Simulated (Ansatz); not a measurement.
# MgZrO3 (built on the sites of a database entry of BaZrO3): a soft mode frozen in, part 2 of 2

Wanted: the energy along a soft mode of MgZrO3 (built on the sites of a database entry of BaZrO3) and the structure at the end.

Ansatz 0.2.0; DFT PBEsol, scalar-relativistic, plane waves, norm-conserving pseudopotentials.

So far. Step 4 (The mode frozen in, largest atomic shift 0.45 Å): The run ends at a pressure of -5.17 GPa, with forces up to 0.21 eV/Å. Step 5 (Energy along the mode, all amplitudes (two of the runs …): The lowest of the steps tried is at 0.45 Å, 33.8 meV/atom below the parent; the bottom of the well need not coincide with a step.

The structure was built from a prototype and need not be the compound's stable phase.

### Step 6. Relaxation from the frozen mode

Starting from the lowest point found, all atoms and the cell are let go, so that strain and other modes of the same symmetry can join in.

The input, input.yaml:

```yaml
crystal:
  lattice:
    - [4.071198049, 0.0, 0.0]
    - [0.0, 4.071198049, 0.0]
    - [0.0, 0.0, 4.071198049]
  atoms:
    - { symbol: Mg, position: [0.0, 0.0, 0.0] }
    - { symbol: Zr, position: [0.5, 0.5, 0.5] }
    - { symbol: O, position: [0.0, 0.3894674259, 0.5] }
    - { symbol: O, position: [0.5, 0.0, 0.5] }
    - { symbol: O, position: [0.5, 0.6105325741, 0.0] }
kpoints:
  mp_grid: { grid: [8, 8, 8] }
hamiltonian:
  xc: pbesol
  pseudopotentials: { kind: nc }
scf:
  occupations: { method: fixed }
output:
  forces: true
  stress: true
  eigenvalues: true
relax:
  adjacent_minimum: "off"
  f_tol: 0.002
  max_steps: 120
  cell: { stress_tol: 0.03 }
```

Run with:

```
$ ansatz run input.yaml --threads 4 --pin off --max-ram 7168MiB --backend cpu --events-out ev --progress --plain --runs-dir out
```

Numbers of over 12 decimals in the logs are rounded to 6 here.

Log:

```text
[...]
Crystal: 5 atoms, lattice volume = 67.479 Å³
Basis set: ecut = 1142.878222 eV, 5887 PW (Γ), exchange–correlation on 90×90×90 points (8 copies of the dense FFT grid, shifted against one another)
Bands: 25, of which v1, the nominal top of the filled ones, is band 20 counted from 1 (19 counted from 0)
Symmetry: 8 space group operations
[...]
k-points: 75 of 512 (time reversal used)
[...]
SCF iter   1: F=—  HF=-4343.649819 eV  |F-HF|=—  |Δ(HF+E_count)|=         —  Δρ=6.49e-2  dr2=2.86e0  ethr=3.10e-3  ⟨swp⟩=5.5  Hψ=7682  notcnv=0  defer=205
[...]
SCF iter   9: F=-4342.598916 eV  HF=-4342.598916 eV  |F-HF|=5.03e-10  |Δ(HF+E_count)|=   1.90e-7  Δρ=6.31e-6  dr2=4.02e-8  ethr=2.50e-10  ⟨swp⟩=12.5  Hψ=11028  notcnv=0
SCF 1 converged in 9 iterations: F = -4342.598916 eV  dr2 = 4.02e-8
relax step   1: F+E_penalty+E_count = -4342.59891564 eV  Δ(F+E_penalty+E_count) = +0.000e0 eV  max|allowed force component| = 2.089e-1 eV/Å  Δτ_max = 0.0000 Å  P = -5.169 GPa  Ω = 67.479 Å³  (9 SCF iters, dr2 threshold 1.00e-7 eV, accepted)
Crystal: 5 atoms, lattice volume = 64.592 Å³
Basis set: ecut = 1142.878222 eV, 5667 PW (Γ), exchange–correlation on 90×90×90 points (8 copies of the dense FFT grid, shifted against one another)
[...]
iter 1 solved again at ethr=9.74e-5 eV; its pass at ethr=3.10e-3 eV (dr2=3.90e-2 eV) is discarded
[...]
SCF iter   7: F=-4342.716274 eV  HF=-4342.716274 eV  |F-HF|=1.36e-8  |Δ(HF+E_count)|=   4.06e-7  Δρ=8.21e-6  dr2=4.85e-8  ethr=1.25e-9  ⟨swp⟩=12.5  Hψ=12566  notcnv=0
SCF 2 converged in 7 iterations: F = -4342.716274 eV  dr2 = 4.85e-8
relax step   2: F+E_penalty+E_count = -4342.71627369 eV  Δ(F+E_penalty+E_count) = -1.174e-1 eV  max|allowed force component| = 8.823e-2 eV/Å  Δτ_max = 0.0017 Å  P = +1.019 GPa  Ω = 64.592 Å³  energy of the carried Pulay correction = +7.430e-4 eV  (7 SCF iters, dr2 threshold 5.00e-7 eV, accepted)
Crystal: 5 atoms, lattice volume = 64.424 Å³
Basis set: ecut = 1142.878222 eV, 5699 PW (Γ), exchange–correlation on 90×90×90 points (8 copies of the dense FFT grid, shifted against one another)
[...]
SCF iter   6: F=-4342.747979 eV  HF=-4342.747979 eV  |F-HF|=3.43e-9  |Δ(HF+E_count)|=   1.63e-6  Δρ=2.20e-5  dr2=3.15e-7  ethr=1.25e-9  ⟨swp⟩=11.5  Hψ=13595  notcnv=0
SCF 3 converged in 6 iterations: F = -4342.747979 eV  dr2 = 3.15e-7
relax step   3: F+E_penalty+E_count = -4342.74797912 eV  Δ(F+E_penalty+E_count) = -3.171e-2 eV  max|allowed force component| = 1.392e-1 eV/Å  Δτ_max = 0.0205 Å  P = +0.501 GPa  Ω = 64.424 Å³  energy of the carried Pulay correction = +7.872e-4 eV  (6 SCF iters, dr2 threshold 5.00e-7 eV, accepted)
[...]
relax step   4: F+E_penalty+E_count = -4342.75531098 eV  Δ(F+E_penalty+E_count) = -7.332e-3 eV  max|allowed force component| = 1.669e-2 eV/Å  Δτ_max = 0.0335 Å  P = -0.023 GPa  Ω = 64.244 Å³  energy of the carried Pulay correction = +8.346e-4 eV  (6 SCF iters, dr2 threshold 5.00e-7 eV, accepted)
[...]
relax step   5: F+E_penalty+E_count = -4342.75547087 eV  Δ(F+E_penalty+E_count) = -1.599e-4 eV  max|allowed force component| = 2.554e-3 eV/Å  Δτ_max = 0.0058 Å  P = +0.025 GPa  Ω = 64.160 Å³  energy of the carried Pulay correction = +8.571e-4 eV  (7 SCF iters, dr2 threshold 1.74e-8 eV, accepted)
[...]
relax step   6: F+E_penalty+E_count = -4342.75546956 eV  Δ(F+E_penalty+E_count) = +1.313e-6 eV  max|allowed force component| = 2.824e-4 eV/Å  Δτ_max = 0.0006 Å  P = +0.001 GPa  Ω = 64.176 Å³  energy of the carried Pulay correction = +8.528e-4 eV  (5 SCF iters, dr2 threshold 2.83e-9 eV, accepted)
[...]
relax step   7: F+E_penalty+E_count = -4342.75564045 eV  Δ(F+E_penalty+E_count) = -1.709e-4 eV  max|allowed force component| = 1.978e-4 eV/Å  Δτ_max = 0.0000 Å  P = +0.006 GPa  Ω = 64.176 Å³  stress off target by 6.92e-2 GPa  SCF on the basis re-selected at this cell (its energy is not comparable with the rows above)  (6 SCF iters)
[...]
relax step   8: F+E_penalty+E_count = -4342.75565179 eV  Δ(F+E_penalty+E_count) = -1.134e-5 eV  max|allowed force component| = 1.458e-4 eV/Å  Δτ_max = 0.0006 Å  P = +0.003 GPa  Ω = 64.169 Å³  energy of the carried Pulay correction = +1.704e-6 eV  (5 SCF iters, dr2 threshold 1.20e-8 eV, accepted)
[...]
SCF iter   1: F=—  HF=-4342.755903 eV  |F-HF|=—  |Δ(HF+E_count)|=         —  Δρ=3.63e-6  dr2=2.47e-9  ethr=1.31e-7  ⟨swp⟩=4.5  Hψ=14426  notcnv=0  defer=222
eigensolver tolerance schedule: the retry pair's looser diagonalisation over-reported the residual by 21286.59 of it (diagonalisation noise at 9.12 of the residual, at the tolerance the schedule requests for it); recorded, not acted on — ethr = c·dr2/N_el stays at c = 1.0e-1
[...]
SCF iter   2: F=—  HF=-4342.755651 eV  |F-HF|=—  |Δ(HF+E_count)|=   2.52e-4  Δρ=2.89e-6  dr2=3.11e-9  ethr=6.16e-12  ⟨swp⟩=4.0  Hψ=5257  notcnv=0  defer=217
[...]
SCF iter   7: F=-4342.755651 eV  HF=-4342.755651 eV  |F-HF|=2.73e-12  |Δ(HF+E_count)|=  1.18e-11  Δρ=1.63e-7  dr2=5.09e-12  ethr=1.00e-12  ⟨swp⟩=12.3  Hψ=12298  notcnv=0
SCF 9 converged in 7 iterations: F = -4342.755651 eV  dr2 = 5.09e-12
relax step   9: F+E_penalty+E_count = -4342.75565109 eV  Δ(F+E_penalty+E_count) = +7.039e-7 eV  max|allowed force component| = 1.386e-4 eV/Å  Δτ_max = 0.0000 Å  P = +0.002 GPa  Ω = 64.169 Å³  stress off target by 6.08e-3 GPa  SCF on the basis re-selected at this cell (its energy is not comparable with the rows above)  (7 SCF iters)
basis re-selected at this cell: Δ(F+E_penalty+E_count) = +7.039e-7 eV, ΔP = -0.000 GPa vs the last step (what re-selecting the basis moved, of the pressure what is left beyond the Pulay correction that the steps carried, after the strain that the cell walked since its last selection, with what the two solves' SCF thresholds leave and, on support functions, any second-order correction that the steps lacked; it is no m [...]
SCF converged after 7 iterations
Free energy (F): -4342.755651 eV
[...]
Internal energy: -4342.755651 eV  (E = F + TS)
E sigma→0 (E₀):  -4342.755651 eV
Fermi energy:    8.166946 eV
[...]
--- Forces (eV/Å), atoms counted from 1 ---
  atom   1  Mg     0.00000000     0.00000000    -0.00000000
  atom   2  Zr     0.00000000     0.00000000    -0.00000000
  atom   3  O     -0.00000000    -0.00013861     0.00000000
  atom   4  O      0.00000000     0.00000000    -0.00000000
  atom   5  O     -0.00000000     0.00013861     0.00000000
  max |Σ_I F_I| component: 2.56e-16 eV/Å
--- Stress (GPa, compression-positive) ---
        0.000703      -0.000000      -0.000000
       -0.000000       0.006076       0.000000
       -0.000000       0.000000       0.000703
  P = ⅓ Tr σ = 0.0025 GPa (0.025 kbar)
--- Band table (eV; the first three rows and the last of 75) ---
  k-point 0: bands = [... 16 lower, 5.8390, 7.5171, 7.5171, 7.7576, 9.2486, 11.7594, 13.9262, 13.9262, ... 1 higher]
  k-point 1: bands = [... 16 lower, 6.2006, 7.3439, 7.4644, 7.7974, 9.6984, 11.9947, 13.3760, 13.9590, ... 1 higher]
  k-point 2: bands = [... 16 lower, 6.0909, 7.2445, 7.3798, 7.8313, 10.6270, 12.5348, 12.7600, 14.0026, ... 1 higher]
  k-point 74: bands = [... 16 lower, 4.8433, 6.2415, 8.1669, 8.1669, 12.2779, 13.7576, 13.7576, 15.1588, ... 1 higher]
--- Relaxed structure (7 steps of the walk, 7 accepted, 2 SCFs on fresh bases) ---
  F+E_penalty+E_count = -4342.75565109 eV   max|allowed force component| = 1.386e-4 eV/Å   (the final SCF, on the basis selected at the relaxed cell)
  cell:  # Å, volume = 64.1691 Å³
    - [3.897770, 0, 0]
    - [0, 4.223701, 0.0]
    - [0, 0.0, 3.897770]
  atoms:
    - { symbol: Mg, position: [0, 0, 0] }
    - { symbol: Zr, position: [0.500000, 0.5, 0.500000] }
    - { symbol: O, position: [0, 0.375210, 0.500000] }
    - { symbol: O, position: [0.500000, 0, 0.500000] }
    - { symbol: O, position: [0.500000, 0.624790, 0.0] }
```

Run time: 95 s. Hardware: 4 threads of Arm Neoverse V2, shared host; peak memory 0.71 GiB.

The steps of the relaxation:

```csv
step,energy less that of the first step (eV),largest force component (eV/Å),pressure (GPa),volume (Å³)
1,0.0000,0.2089,-5.17,67.48
2,-0.1174,0.0882,1.02,64.59
3,-0.1491,0.1392,0.50,64.42
4,-0.1564,0.0167,-0.02,64.24
5,-0.1566,0.0026,0.03,64.16
6,-0.1566,0.0003,0.00,64.18
7*,-0.1567,0.0002,0.01,64.18
8,-0.1567,0.0001,0.00,64.17
9*,-0.1567,0.0001,0.00,64.17
```

Relaxation steps marked * repeat the geometry before them on a plane-wave basis chosen anew for their cell, so energy and pressure can jump there.

Forces are held to the 8 operations that the run works with; a distortion that breaks them can't arise in this run.

```csv
"conventional cell, symmetrised",before,after,change
a (Å),4.071,3.898,-4.3 %
b (Å),4.071,3.898,-4.3 %
c (Å),4.071,4.224,+3.7 %
volume (Å³/atom),13.50,12.83,-4.9 %
```

The atoms that moved most (Å, as changes of fractional coordinates times the final cell):

```csv
atom,dx,dy,dz,length
O3,0.000,-0.060,0.000,0.060
O5,0.000,0.060,0.000,0.060
```

Final coordinates:

```xyz
5
Lattice="3.8978 0.0000 0.0000 0.0000 4.2237 0.0000 0.0000 0.0000 3.8978" Properties=species:S:1:pos:R:3 pbc="T T T"
Mg    0.0000    0.0000    0.0000
Zr    1.9489    2.1119    1.9489
O     0.0000    1.5848    1.9489
O     1.9489    0.0000    1.9489
O     1.9489    2.6389    0.0000
```

This step gave:

* pressure: 0.002494 GPa
* gap on the k-mesh: 1.082 eV
* volume per atom: 12.83 Å³

The distorted start has space group P-4m2; the relaxation ends in P-4m2.

### Step 7. The new phase in its own primitive cell

The relaxed structure is symmetrised, reduced to its primitive cell and relaxed tightly, as its phonons need.

input.yaml, the sections that differ from step 6:

```yaml
crystal:
  lattice:
    - [3.8977702293, 0.0, 0.0]
    - [0.0, 3.8977702293, 0.0]
    - [0.0, 0.0, 4.2237011596]
  atoms:
    - { symbol: Mg, position: [0.0, 0.0, 0.0] }
    - { symbol: Zr, position: [0.5, 0.5, 0.5] }
    - { symbol: O, position: [0.5, 0.0, 0.6247898096] }
    - { symbol: O, position: [0.5, 0.5, 0.0] }
    - { symbol: O, position: [0.0, 0.5, 0.3752101904] }
kpoints:
  mp_grid: { grid: [6, 6, 6] }
relax:
  adjacent_minimum: "off"
  f_tol: 0.001
  max_steps: 60
  cell: { stress_tol: 0.01 }
# hamiltonian, scf, output: as in step 6
```

Log:

```text
[...]
Crystal: 5 atoms, lattice volume = 64.169 Å³
Basis set: ecut = 1142.878222 eV, 5603 PW (Γ), exchange–correlation on 90×90×96 points (8 copies of the dense FFT grid, shifted against one another)
Bands: 25, of which v1, the nominal top of the filled ones, is band 20 counted from 1 (19 counted from 0)
Symmetry: 8 space group operations
[...]
cell:  # Å, volume = 64.1691 Å³
    - [3.8977702293, 0.0, 0.0]
    - [0.0, 3.8977702293, 0.0]
    - [0.0, 0.0, 4.2237011596]
  atoms:
    - { symbol: Mg, position: [0.0, 0.0, 0.0] }
    - { symbol: Zr, position: [0.500000, 0.500000, 0.500000] }
    - { symbol: O, position: [0.500000, 0.0, 0.624790] }
    - { symbol: O, position: [0.500000, 0.500000, 0.0] }
    - { symbol: O, position: [0.0, 0.500000, 0.375210] }
[key lines of the parts left out:]
SCF converged after 8 iterations
Free energy (F): -4342.755431 eV
Fermi energy:    8.167272 eV
P = ⅓ Tr σ = 0.0016 GPa (0.016 kbar)
```

The job ended after 13 s (4 threads; peak memory 0.56 GiB).

Little changed from the start: no atom moved by 0.005 Å and no cell edge by 0.1 %.

This step gave:

- pressure: 0.001606 GPa
- gap on the k-mesh: 1.081 eV
- direct gap on mesh: 1.490 eV

The largest force component left is 0.11 meV/Å and the pressure is 0.002 GPa, within the tolerances set. The cell now holds 12.83 Å³/atom.

### Step 8. What came out

```json
{"unstable mode of the parent": "q = (0, 0, 0), 218i cm⁻¹", "depth at the lowest point sampled": "33.8 meV/atom", "largest atomic shift at that point": "0.45 Å", "space group reached (within 0.01 Å)": "P-4m2", "energy gained over the parent (first relaxation, on the mesh of the frozen mode)": "65.2 meV/atom", "volume per atom, phase reached": "12.8 Å³", "gap on the k-mesh, phase reached": "1.08 eV"}
```

Along this mode the structure falls into P-4m2, 65.2 meV/atom below the parent. At the parent's cell the well is 33.81 meV/atom deep on the steps tried, with its lowest point at a shift of 0.45 Å. Relaxing atoms and cell changes the gain by +31.35 meV/atom against the lowest step (energies at zero smearing). The modes of the phase reached were not computed on this path. Of the 5 patterns followed to their end from this parent, this one ends 289 meV/atom above the lowest, R32. Each path keeps the symmetry of its pattern, so a lower phase may lie along a pattern not tried. With the field response the log warns that the k mesh is coarse for the force constants too, so the frequencies may not be converged. The starting cell was built on a prototype and not taken from a measurement, so the phase need not exist.

[Logs are printed without paths, hosts, clocks, repeated set-up lines and the standing remarks that a program may print on its own settings, such as how far it seeks lower states.]

[Hosts, paths, dates, database ids (printed as entryN), source tags and the programs' standing remarks are cut or masked in the printed files.]
